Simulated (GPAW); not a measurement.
Records of electronic-structure calculations.

**Cl (Cmce): G0W0 with GPAW, start to end**

It takes space group Cmce (No. 64, orthorhombic). The conventional cell has a = 6.290 Å, b = 4.500 Å, c = 8.210 Å, α = 90.00°, β = 90.00°, γ = 90.00°. Cl has 1 Cl at 2.02 Å nearest.

```
Cl
1.0
     3.14500   -2.25000    0.00000
     3.14500    2.25000    0.00000
     0.00000    0.00000    8.21000
Cl
4
Direct
  0.87000 0.13000 0.10000
  0.63000 0.37000 0.60000
  0.13000 0.87000 0.90000
  0.37000 0.63000 0.40000
```

* method: DFT, PBE, plane waves, PAW (and 1 further level or step)
* program: GPAW 26.7.0
* settings of one run: cutoff 450 eV, GPAW PAW setups 1.2.1 data release, 4×4×2 k-mesh, nbands 198
* cost: 4 runs, 2.5 min in all on 4 MPI ranks of Arm Neoverse V1, shared host (the runs of this entry)
* notes: The cell and positions come from the Crystallography Open Database and are kept as given unless a step says otherwise. Bands and cutoff are finite, so the gap is not at the basis limit. The miss can reach some tenths of an eV and take either sign; the mesh is an error of its own. The 4×4×2 mesh is coarse for this cell, which bears on the long-range parts of exchange and screening.
* PBE gap: 2.48 eV, indirect
* G0W0 gap on the mesh: 5.64 eV
* GW settings: 4×4×2 mesh, 87 bands, screening to 48 eV, Godby-Needs plasmon pole
* known limits: not at the basis limit; coarse k mesh

G0W0 moves the gap on the mesh from 2.49 eV to 5.64 eV (+3.15 eV), with Z of 0.81 and 0.82 at the edges. Only 2 of the mesh's irreducible points were corrected, so a valley elsewhere could overtake.

[Paths, hosts, dates, memory and timing lines, banners, echoed tables and standing remarks are left out of the program output.]

[Logs are printed without paths, hosts, clocks, repeated set-up lines and the standing remarks that a program may print on its own settings, such as how far it seeks lower states.]

[Runs of the session that timed out or met a known fault of the program may be left out.]

[Hosts, paths, dates, database ids (printed as entryN), source tags and the programs' standing remarks are cut or masked in the printed files.]
